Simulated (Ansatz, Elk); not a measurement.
**LaNiHg6: X-ray structure factors from the self-consistent density**

Structure refinements treat a crystal as free atoms side by side. For a made-up structure of LaNiHg6 (cell and positions from a PBEsol relaxation) the runs below show what the calculated density changes in F(hkl).

Calculated with Elk 11.2.3 (patched build); DFT, PBE, all-electron APW+lo, Dirac cores, scalar-relativistic bands, static density, no spin.

This account leaves out most program logs.

The structure was built from a prototype and need not be the compound's stable phase.

### 1. Starting point

The structure is orthorhombic, space group Amm2 (No. 38). Conventional cell: a = 4.766 Å, b = 5.662 Å, c = 13.427 Å, α = 90.00°, β = 90.00°, γ = 90.00°. Hg has 8 Hg at 3.01 to 3.32 Å and 2 La at 3.17 Å nearest. Hg has 4 Hg at 3.01 to 3.03 Å nearest. Hg has 2 Ni at 2.79 Å and 6 Hg at 2.80 to 3.32 Å and 2 La at 3.22 Å nearest. Nearest to Hg lie 1 Ni at 2.70 Å and 6 Hg at 2.75 to 3.04 Å. Nearest to La lie 2 Ni at 3.09 Å and 6 Hg at 3.17 to 3.22 Å. Nearest to Ni lie 6 Hg at 2.70 to 2.79 Å and 2 La at 3.09 Å. Farther neighbours are not listed.

### 2. Ground state and structure factors

An all-electron density is needed, since X-rays see the cores too. Task 0 finds the density and task 195 Fourier-transforms it; tshift is off so that phases refer to the origin typed.

File elk.in:

```
tasks
  0
  195

xctype
  20

spinpol
  .false.

rgkmax
  7.0

gmaxvr
  14.0

lmaxo
  7

lmaxapw
  8

swidth
  0.002

tshift
  .false.

ramdisk
  .false.

hmaxvr
  5.5

maxscl
  120

epspot
  1e-06

sppath
  './'

avec
  9.00652045339 0.00000000000 0.00000000000
  0.00000000000 5.35005945556 12.68664589136
  0.00000000000 -5.35005945556 12.68664589136

atoms
  3
  'Hg.in'
  6
  0.0000000000 0.8581338744 0.8581338744   0.000000 0.000000 0.000000
  0.0000000000 0.2822802372 0.2822802372   0.000000 0.000000 0.000000
  0.0000000000 0.3296115702 0.8347322146   0.000000 0.000000 0.000000
  -0.0000000000 0.8347322146 0.3296115702   0.000000 0.000000 0.000000
  0.5000000000 0.1984068773 0.6840395052   0.000000 0.000000 0.000000
  0.5000000000 0.6840395052 0.1984068773   0.000000 0.000000 0.000000
  'La.in'
  1
  0.5000000000 0.7029574542 0.7029574542   0.000000 0.000000 0.000000
  'Ni.in'
  1
  0.5000000000 0.1105382671 0.1105382671   0.000000 0.000000 0.000000

ngridk
  5 5 5
```

Started as:

```bash
OMP_NUM_THREADS=4 elk
```

Run time: 3.8 min. Hardware: 4 threads of Intel Xeon Platinum 8488C (Sapphire Rapids), shared host; peak memory 0.41 GiB.

SFACRHO.OUT:

```text

h k l indices transformed by vhmat matrix:
   1.000000000       0.000000000       0.000000000    
   0.000000000       1.000000000       0.000000000    
   0.000000000       0.000000000       1.000000000    

      h      k      l  multipl.   |H|            Re(F)            Im(F)           |F|

      0      0      0      1   0.0000000       565.00000     -0.13946778E-15   565.00000    
      0      1      1      1  0.49525977       66.656009      -21.121221       69.922311    
      0     -1     -1      1  0.49525977       66.656009       21.121221       69.922311    
      0      0      1      2  0.63728540       33.084812      -14.397540       36.081767    
      0     -1      0      2  0.63728540       33.084812       14.397540       36.081767    
      1      0      0      2  0.69762627       73.394845      0.27387222E-13   73.394845    
     -1      1      1      2  0.85554933      -79.825791       72.291190       107.69481    
      1     -1     -1      2  0.85554933      -79.825791      -72.291190       107.69481    
     -1      0     -1      4  0.94488894       34.613159      -44.706764       56.539947    
     -1      0      1      4  0.94488894       34.613159       44.706764       56.539947    
      0      2      1      2  0.94694095     -0.21910413      -31.832512       31.833266    
      0     -2     -1      2  0.94694095     -0.21910413       31.832512       31.833266    
      0     -2     -2      1  0.99051954      -75.476650      -29.066502       80.880073    
      0      2      2      1  0.99051954      -75.476650       29.066502       80.880073    
      0     -1      1      2   1.1744141      -69.218108     -0.30231489E-14   69.218108    
     -1      2      1      4   1.1761716      -44.421452      -141.87806       148.66960    
     -1     -1     -2      4   1.1761716      -44.421452       141.87806       148.66960    
     -1     -2     -2      2   1.2115327      -90.416366      -374.10274       384.87398
```

Elk indexes on the primitive cell of elk.in and gives |H| = 4π sin θ/λ in inverse bohr. Below, one row stands for each form hkl of the conventional cell (m members, Friedel mates merged), F is for one primitive cell and the density is static (no thermal factor). Free-atom factors are Waasmaier and Kirfel's, and R is Σm||F|−|F'||/Σm|F|.

```tsv
hkl	m	sin θ/λ (Å⁻¹)	abs F, DFT	neutral atoms	diff.	abs of complex diff.
002	2	0.074	69.922	70.372	-0.450	0.574
011	4	0.096	36.082	35.986	+0.096	0.116
100	2	0.105	73.395	74.155	-0.761	0.761
102	4	0.129	107.695	108.170	-0.476	0.560
111	8	0.142	56.540	56.855	-0.315	0.344
013	4	0.142	31.833	32.222	-0.389	0.395
004	2	0.149	80.880	80.639	+0.241	0.246
020	2	0.177	69.218	69.598	-0.380	0.380
113	8	0.177	148.670	148.731	-0.062	0.126
104	4	0.182	384.874	385.529	-0.655	0.680
022	4	0.192	291.891	292.378	-0.487	0.502
120	4	0.205	67.664	67.899	-0.235	0.235
015	4	0.206	169.964	170.179	-0.215	0.216
200	2	0.210	469.043	469.835	-0.792	0.792
```

### 3. The highest occupied states alone

An energy window below the Fermi level keeps the highest occupied states, to see at which angles they scatter; shallow core shells can lie inside it and anion s states outside. No new self-consistency is needed.

elk.in: that of step 2 with these lines changed.

```diff
@@ -1,3 +1,2 @@
 tasks
-  0
   195
@@ -40,2 +39,5 @@
 
+wsfac
+  -0.175540 0.565450
+
 sppath
```

Started as:

```bash
OMP_NUM_THREADS=4 elk
```

Run time: 30 s. Hardware: 4 threads; peak memory 0.33 GiB.

States within 12 eV below the Fermi level hold 84.57 electrons; any levels below the window count with the cores, and a count that is not whole means the window cuts a band. Their amplitudes can exceed the total, where window and core parts have opposite phase:

```tsv
hkl	sin θ/λ (Å⁻¹)	abs F, window	abs F, all
002	0.074	14.115	69.922
011	0.096	11.880	36.082
100	0.105	8.885	73.395
102	0.129	14.266	107.695
111	0.142	3.543	56.540
013	0.142	6.215	31.833
004	0.149	16.213	80.880
020	0.177	4.422	69.218
113	0.177	13.201	148.670
104	0.182	24.142	384.874
```

### 4. Another functional

The difference from free atoms is small, so it is set against the change that LDA (Perdew-Wang) makes.

elk.in: that of step 3 with these lines changed.

```diff
@@ -1,2 +1,3 @@
 tasks
+  0
   195
@@ -4,3 +5,3 @@
 xctype
-  20
+  3
 
@@ -39,5 +40,2 @@
 
-wsfac
-  -0.175540 0.565450
-
 sppath
```

Started as:

```bash
OMP_NUM_THREADS=4 elk
```

The job ended after 2.3 min (4 threads; peak memory 0.32 GiB; 7.7 min of CPU time).

Against the first run R = 0.01 %; the largest change is -0.046 at 040.

### 5. A coarser k-mesh

About half the k-points along each axis test the sampling.

elk.in: that of step 4 with these lines changed.

```diff
@@ -5,3 +5,3 @@
 xctype
-  3
+  20
 
@@ -66,2 +66,2 @@
 ngridk
-  5 5 5
+  2 2 2
```

Started as:

```bash
OMP_NUM_THREADS=4 elk
```

Elapsed: 65 s, on 4 threads; peak memory 0.4 GiB; 2.4 min of CPU time.

Against the first run R = 0.01 %; the largest change is +0.144 at 200.

### 6. Settings against the effect

```tsv
run	R against the first run (%)	R against neutral atoms, low angle (%)	wall time
PBE, rgkmax 7	0.00	0.21	3.8 min
LDA (Perdew-Wang)	0.01	0.22	2.3 min
k-mesh 2×2×2	0.01	0.21	65 s
```

### 7. Summary of results

```
R against neutral atoms, sin θ/λ < 0.3 Å⁻¹ : 0.21 %
R against neutral atoms, 0.3 to 0.52 Å⁻¹   : 0.06 %
```

Independent neutral atoms miss the calculated amplitudes by R = 0.21 % below 0.3 Å⁻¹ and 0.06 % from there to 0.52 Å⁻¹; by shells, 0.58 % below 0.15 Å⁻¹ (7 forms), 0.18 % 0.15 to 0.3 (27 forms), 0.05 % 0.3 to 0.45 (64 forms), 0.07 % above 0.45 (51 forms). Bonding, aspherical density and the tables' own atoms all enter these figures, and the runs don't part them. The largest change of an amplitude is -0.79 electrons, at 200. R counts amplitudes alone; phases shift too. The window's part falls from 84.6 electrons at the origin to at most 2.68 between 0.45 and 0.52 Å⁻¹, where compact states inside the window still scatter. Below 0.3 Å⁻¹ the changes that finished (LDA (Perdew-Wang) and k-mesh 2×2×2) move F by R = 0.02 % at most, against the 0.21 % that separates it from free atoms. The basis has no finished test. These runs have no spin, though d or f shells may be open. Spin-orbit coupling is left out, which can matter for elements this heavy. Part of the difference isn't bonding: the tables are fits to free atoms and ions calculated by other methods than this functional. Thermal motion, anomalous dispersion and extinction are left out.

[Logs are printed without paths, hosts, clocks, repeated set-up lines and the standing remarks that a program may print on its own settings, such as how far it seeks lower states.]

[Hosts, paths, dates, database ids (printed as entryN), source tags and the programs' standing remarks are cut or masked in the printed files.]
